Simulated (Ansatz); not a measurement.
# K2C2SN2O: complex band structure

Aim: relax a made-up compound, K2C2SN2O, and see how good a tunnel barrier it would be. It is built by putting S for part of the O in the KCNO structure of space group Ima2, with the volume rescaled by atomic radii. The parent structure comes from the Materials Project.

Program: Ansatz 0.2.0. Level of theory: PBEsol DFT, plane waves, PAW files, in the first sound run; inputs show where later runs differ. Results are calculated unless marked as measured.

This is a report of a sequence of runs, with most program output left out.

The structure was built from a prototype and need not be the compound's stable phase.

### 1. The starting structure

Symmetry: Cm, No. 8, monoclinic system. Conventional cell: a = 8.910 Å, b = 7.319 Å, c = 6.285 Å, α = 90.00°, β = 134.86°, γ = 90.00°. Nearest to K lie 4 N at 3.03 to 3.05 Å and 2 O at 3.04 to 3.06 Å and 2 S at 3.04 to 3.06 Å. C has 1 N at 1.22 Å and 1 S at 1.26 Å nearest. Nearest to C lie 1 N at 1.22 Å and 1 O at 1.26 Å. Nearest to N lie 1 C at 1.22 Å and 4 K at 3.03 to 3.05 Å. N has 1 C at 1.22 Å and 4 K at 3.03 to 3.05 Å nearest. Nearest to S lie 1 C at 1.26 Å and 4 K at 3.04 to 3.06 Å. It derives from KCNO. S for part of the O in the KCNO structure of space group Ima2. Farther neighbours and most contacts between anions are not listed.

### 2. Cell and atoms at rest

The substituted atoms don't fit the parent's cell, so cell and atoms relax together. A small smearing keeps the run stable in case the gap closes on the way.

The input, input.yaml:

```yaml
crystal:
  lattice:
    - [-3.6596806745, 3.1424986065, 3.1578636902]
    - [3.6596806745, -3.1424986065, 3.1578636902]
    - [3.6596806745, 3.1424986065, -3.1578636902]
  atoms:
    - { symbol: K, position: [0.252622, 0.252622, 0.0] }
    - { symbol: K, position: [0.252622, 0.752622, 0.5] }
    - { symbol: C, position: [0.745627, 0.498533, 0.747094] }
    - { symbol: C, position: [0.751439, 0.998533, 0.252906] }
    - { symbol: "N", position: [0.470837, 0.3599125, 0.6109245] }
    - { symbol: "N", position: [0.748988, 0.8599125, 0.3890755] }
    - { symbol: S, position: [0.028441, 0.638933, 0.889508] }
    - { symbol: O, position: [0.749425, 0.138933, 0.110492] }
kpoints:
  mp_grid: { grid: [6, 6, 6] }
scf:
  occupations: { method: gaussian, width: 0.03 }
hamiltonian:
  xc: pbesol
output:
  forces: true
  stress: true
relax:
  f_tol: 0.02
  max_steps: 60
  cell: {}
```

Started as:

```console
ansatz run input.yaml --threads 2 --pin off --max-ram 4096MiB --backend cpu --events-out ev --progress --plain --runs-dir out
```

Elapsed: 66 s, on 2 threads of AMD EPYC 9R45, shared host; peak memory 0.64 GiB.

Step by step:

```
step  energy less that of the first step (eV)  largest force component (eV/Å)  pressure (GPa)  volume (Å³)
   1                                   0.0000                         27.4528           14.83       145.27
   2                                  -4.0278                          9.8655            6.03       145.00
   3                                  -4.8729                          3.6396            2.58       151.98
   4                                  -5.1186                          1.2069            1.25       150.91
   5                                  -5.1552                          0.3514            0.08       151.49
   6                                  -5.1668                          0.0839           -0.16       151.57
   7                                  -5.1689                          0.0545           -0.08       151.23
   8                                  -5.1707                          0.0472            0.02       150.79
   9                                  -5.1713                          0.0211           -0.02       150.59
  10                                  -5.1714                          0.0015            0.00       150.54
 11*                                  -5.1832                          0.0033            0.11       150.54
  12                                  -5.1818                          0.0130            0.01       151.50
 13*                                  -5.1837                          0.0128            0.02       151.50
```

Relaxation steps marked * repeat the geometry before them on a plane-wave basis chosen anew for their cell, so energy and pressure can jump there.

Forces are held to the 2 operations that the run works with; a distortion that breaks them can't arise in this run.

```
     cell as run  before   after  change
           a (Å)   5.765   5.798  +0.6 %
           b (Å)   5.765   5.895  +2.2 %
           c (Å)   5.765   5.895  +2.2 %
           α (°)  101.20  102.15  +0.9 %
           β (°)  113.94  114.32  +0.3 %
           γ (°)  113.58  113.02  -0.5 %
volume (Å³/atom)   18.16   18.94  +4.3 %
```

The atoms that moved most (Å, as changes of fractional coordinates times the final cell):

```
atom      dx      dy      dz  length
  C3   0.000  -0.196  -0.154   0.249
  K2   0.031   0.145   0.167   0.223
  K1  -0.031   0.145   0.167   0.223
  N5   0.000  -0.198  -0.095   0.220
  S7   0.000   0.105   0.069   0.125
  O8   0.000   0.044  -0.108   0.117
  C4   0.000   0.001  -0.046   0.046
  N6   0.000  -0.044  -0.001   0.044
```

The relaxed structure:

```
K C N S O
1.0
    -3.70387    3.12568    3.18162
     3.70387   -3.21503    3.27055
     3.70387    3.21503   -3.27055
K C N S O
2 2 2 1 1
Direct
  0.30201 0.27458 0.01893
  0.30201 0.78308 0.52743
  0.69009 0.47428 0.71581
  0.74432 0.99144 0.25289
  0.42423 0.34482 0.57941
  0.74188 0.85968 0.38220
  0.05598 0.64982 0.90616
  0.73949 0.12230 0.11719
```

This step gave:

```
free energy  : -5730.9289 eV
Fermi energy : 4.386 eV
pressure     : 0.02086 GPa
```

The largest force component on a free atom ends at 0.013 eV/Å.

### 3. Band edges

The energy window and the wavevectors of the next steps follow from the band edges, so these are searched first, off the mesh as well.

The input, input.yaml:

```yaml
crystal:
  lattice:
    - [-3.7038672296, 3.1256758546, 3.1816248382]
    - [3.7038672296, -3.215032246, 3.270546452]
    - [3.7038672296, 3.215032246, -3.270546452]
  atoms:
    - { symbol: K, position: [0.3020101445, 0.2745818979, 0.0189331714] }
    - { symbol: K, position: [0.3020101445, 0.7830769731, 0.5274282466] }
    - { symbol: C, position: [0.6900860636, 0.4742783057, 0.7158077579] }
    - { symbol: C, position: [0.7443222982, 0.9914369648, 0.2528853334] }
    - { symbol: "N", position: [0.424226692, 0.3448196327, 0.5794070593] }
    - { symbol: "N", position: [0.7418782064, 0.8596825007, 0.3821957057] }
    - { symbol: S, position: [0.0559821228, 0.6498248684, 0.9061572544] }
    - { symbol: O, position: [0.7394853279, 0.1222998568, 0.1171854712] }
kpoints:
  mp_grid: { grid: [6, 6, 6] }
  band_path: { path: [VBM, CBM], npoints: 30 }
scf:
  occupations: { method: fixed }
hamiltonian:
  xc: pbesol
output:
  eigenvalues: true
  write_potential: true
  write_density: true
  volumetric_format: npy
  elf: true
```

Run time: 17 s. Hardware: 2 threads; peak memory 0.62 GiB; 33 s of CPU time.

This step gave:

| Quantity | Value |
| --- | --- |
| free energy | -5730.9290 eV |
| Fermi energy | 2.168 eV |
| gap on the k-mesh | 4.437 eV |
| gap on path | 4.437 eV, by band count; negative where bands overlap |
| direct gap on path | 4.437 eV |
| edge places on path | 0, 0 1/A along the path |

Levels at VBM (eV): -6.30, -5.64, -4.78, -4.63, -3.82, -3.57, -2.99, -2.81, -1.39, -0.55, -0.23, 0.00, 4.44, 4.91, 5.59, 6.18, 6.69, 6.96, 7.75, 7.91.

Electrostatic potential energy in the ac plane of the conventional cell at fractional y = 0.000, with atoms of C and N and S and O within 0.2 Å of it. With pseudopotentials it is smooth inside the atoms' cores, unlike the true potential.

Ten even steps from '_' (-59 eV) to '@' (9 eV), each cell a mean:
```
@@@@@@@@@@%%%%%%@@@@@@@@@@**::..==%%@@@@@@@@@@@@@@
##**%%%%##++++##@@@@@@@@%%==::++%%@@@@@@@@%%****%%
..--**++----==%%@@@@@@%%++::--##@@@@@@@@##--..====
__====--==--++%%@@@@%%++____==%%@@@@@@%%::____..__
--++--======%%@@@@@@**____::##@@@@@@@@==__..::____
##==----==##@@@@@@%%==__--##@@@@@@@@%%==--++==::==
##++==**%%@@@@@@@@**--==%%@@@@@@@@@@%%%%%%%%####%%
%%##%%@@@@@@@@@@**....++@@@@@@@@@@@@@@@@@@@@@@@@@@
@@@@@@@@@@@@@@**..__::%%@@@@@@@@@@@@@@@@@@@@@@@@@@
@@@@@@@@@@@@%%--__::##@@@@@@@@@@@@@@@@@@@@@@@@@@@@
@@@@@@@@@@@@%%++++%%@@@@@@@@@@@@@@@@@@@@@@@@@@@@@@
@@@@@@@@@@@@@@%%@@@@@@@@@@@@@@@@@@@@@@@@@@@@@@@@@@
@@@@@@@@@@@@@@@@@@@@@@@@@@@@@@@@@@@@@@@@@@@@@@@@@@
@@@@@@@@@@@@@@@@@@@@@@@@@@@@@@@@@@@@@@@@@@@@@@@@@@
@@@@@@@@@@@@@@@@@@@@@@@@@@@@@@@@##**%%@@@@@@@@@@@@
@@@@@@@@@@@@@@@@@@@@@@@@@@@@%%++--==%%@@@@@@@@@@@@
@@@@@@@@@@@@@@@@@@@@@@@@@@@@==....++@@@@@@@@@@@@@@
```
Columns run along a (8.9 Å; values clipped at the 3rd and 97th percentile), rows up along c (6.3 Å), edges of the conventional cell, whose origin can differ from the input's. Atoms in or near the plane, at fractional coordinates: C at (0.97, 0.76), C at (0.49, 0.74), N at (0.84, 0.77), N at (0.36, 0.48), S at (0.15, 0.74), O at (0.62, 0.01).

Valence density in the ac plane of the conventional cell at fractional y = 0.000, with atoms of C and N and S and O within 0.2 Å of it. It is the smooth field of the valence electrons, not physical close to the nuclei.

Ten even steps from '0' (0.0 e/Å³) to '9' (6.7 e/Å³), each cell a mean:
```
0000000000000278410000000
1100111000001353100001111
2211111000002331000013432
2221011000012210000145543
2210010000122100000355432
1111100001232100001232211
1111000002431000000111100
0100000024520000000000000
0000000145310000000000000
0000001354100000000000000
0000001321000000000000000
0000001100000000000000000
0000000000000000000000000
0000000000000000000000000
0000000000000000221000000
0000000000000014751000000
0000000000000049930000000
```
Columns run along a (8.9 Å), rows up along c (6.3 Å), edges of the conventional cell, whose origin can differ from the input's. Atoms in or near the plane, at fractional coordinates: C at (0.97, 0.76), C at (0.49, 0.74), N at (0.84, 0.77), N at (0.36, 0.48), S at (0.15, 0.74), O at (0.62, 0.01).

ELF in the ac plane of the conventional cell at fractional y = 0.000, with atoms of C and N and S and O within 0.2 Å of it. It is the smooth field of the valence electrons, not physical close to the nuclei.

Ten even steps from '0' (0.01) to '9' (0.91), each cell a mean:
```
7655579995015865773026887
7777789972036877630279888
4787579840157776301898687
4972158611453354117982582
8840377214631562049955842
8756873147867740289878757
7899840378888620489878777
8998412675587301477666556
9973026842686101344332247
7520169857973000011000146
2100489999840000000000023
0001699997300000000000000
0001588752000000134320000
0001233100000003678740000
0000000011000148999740000
2100002454100489899610012
4432247886103785687301455
```
Columns run along a (8.9 Å), rows up along c (6.3 Å), edges of the conventional cell, whose origin can differ from the input's. Atoms in or near the plane, at fractional coordinates: C at (0.97, 0.76), C at (0.49, 0.74), N at (0.84, 0.77), N at (0.36, 0.48), S at (0.15, 0.74), O at (0.62, 0.01).

The searched edges give 4.44 eV, as on the mesh.

### 4. Complex bands, plane (010)

This step: PBEsol DFT, plane waves, PAW files; complex bands by layer matching along the plane's normal (Ansatz 0.2.0).

The same crystal is laid in a cell whose first two vectors span the (010) plane (indices of the standard conventional cell, whose axes can be ordered otherwise than in the bulk input). At fixed energy and wavevector in the plane the solver finds all kz, real and complex. A few wavevectors are listed, (0, 0) and (0.5, 0) in units of the plane's reciprocal vectors; the slowest state needn't be among them.

The input, input.yaml:

```yaml
crystal:
  lattice:
    - [6.452790011, 0.0, 0.0]
    - [-0.176717401, 6.338868766, 0.0]
    - [3.138036305, 3.169434383, 3.70386723]
  atoms:
    - { symbol: K, position: [0.2745818979, 0.0189331714, 0.0084950752] }
    - { symbol: K, position: [0.7830769731, 0.5274282466, 0.9915049248] }
    - { symbol: C, position: [0.4742783057, 0.7158077579, 0.5] }
    - { symbol: C, position: [0.9914369648, 0.2528853334, 0.5] }
    - { symbol: "N", position: [0.3448196327, 0.5794070593, 0.5] }
    - { symbol: "N", position: [0.8596825007, 0.3821957057, 0.5] }
    - { symbol: S, position: [0.6498248684, 0.9061572544, 0.5] }
    - { symbol: O, position: [0.1222998568, 0.1171854711, 0.5] }
kpoints:
  mp_grid: { grid: [6, 6, 6] }
scf:
  occupations: { method: fixed }
hamiltonian:
  xc: pbesol
output:
  eigenvalues: true
  transmission:
    leads: [[0, 0]]
    kpoints: [[0.0, 0.0], [0.5, 0.0]]
    e_range: [-1.0, 5.44]
    de: 0.13
```

The job ended after 36 s (2 threads; peak memory 1.3 GiB).

This step gave:

* level to which the leads are filled: 2.219 eV from the Fermi level
* decay constant at the filling level, zone centre: 0.4628 Å⁻¹
* decay constant at the filling level, slowest listed point: 0.4628 Å⁻¹

K parallel (0, 0); values up to 1.5 1/Å, a degenerate pair printed once or twice; energies at which all values exceed this have no row. The Im kz of the slowest decaying states by energy, zero at the highest filled level on the SCF mesh:

```
energy (eV)  decay 1 (Å⁻¹)  decay 2 (Å⁻¹)  decay 3 (Å⁻¹)  decay 4 (Å⁻¹)
     -1.000          0.513          0.579          0.802          0.923
     -0.480          0.403          0.410          0.457          0.677
      0.040          0.329          0.498          0.572          0.702
      0.560          0.512          0.543          0.682          0.759
      0.950          0.511          0.612          0.734          0.740
      1.470          0.499          0.660          0.786          0.836
      1.990          0.477          0.634          0.783          0.844
      2.510          0.445          0.596          0.734          0.814
      3.030          0.400          0.545          0.687          0.820
      3.550          0.335          0.475          0.639          0.742
      3.940          0.264          0.400          0.600          0.663
      4.460          0.306          0.501          0.543          0.700
      4.980         0.0738          0.287          0.476          0.643
```

K parallel (0.5, 0); values up to 1.5 1/Å, a degenerate pair printed once or twice; energies at which all values exceed this have no row. The Im kz of the slowest decaying states by energy, zero at the highest filled level on the SCF mesh:

```
energy (eV)  decay 1 (Å⁻¹)  decay 2 (Å⁻¹)  decay 3 (Å⁻¹)  decay 4 (Å⁻¹)
      -1.00          0.376          0.738          0.738          0.947
      -0.74          0.161          0.656          0.864           1.06
      -0.48          0.265          0.687          0.732           1.07
      -0.22          0.431          0.431          0.588          0.612
       0.04          0.551          0.601          0.682           1.05
       0.30          0.600          0.608          0.728           1.09
       0.56          0.599          0.642          0.755           1.02
       0.82          0.598          0.663          0.663          0.772
       1.08          0.595          0.676          0.783          0.921
       1.34          0.591          0.683          0.789          0.888
       1.60          0.584          0.685          0.792          0.859
       1.86          0.577          0.683          0.793          0.832
       2.12          0.567          0.678          0.791          0.791
       2.25          0.562          0.673          0.790          0.793
       2.51          0.550          0.663          0.768          0.785
       2.77          0.536          0.648          0.741          0.778
       3.03          0.520          0.630          0.715          0.770
       3.29          0.501          0.607          0.687          0.760
       3.55          0.480          0.579          0.579          0.658
       3.81          0.455          0.543          0.626          0.735
       4.07          0.427          0.497          0.592          0.719
       4.33          0.392          0.433          0.553          0.700
       4.59          0.331          0.348          0.508          0.679
       4.85          0.281          0.457          0.654          0.757
       5.11          0.207          0.414          0.624          0.709
       5.37          0.157          0.283          0.412          0.587
```

At the listed wavevectors the last open channel is at -0.09 eV and the next at +4.46 eV on the grid. At +2.25 eV, the grid energy nearest the filling level (the middle of the gap on the SCF mesh), the slowest state at the listed wavevectors decays with κ = 0.463 Å⁻¹, its amplitude falling by e over 2.2 Å. Through 1 nm of this crystal that state's transmission falls by exp(−2 × 0.463 Å⁻¹ × 10 Å) = 9.6e-5.

[end of part 1 of 2]

[Logs are printed without paths, hosts, clocks, repeated set-up lines and the standing remarks that a program may print on its own settings, such as how far it seeks lower states.]

[Hosts, paths, dates, database ids (printed as entryN), source tags and the programs' standing remarks are cut or masked in the printed files.]
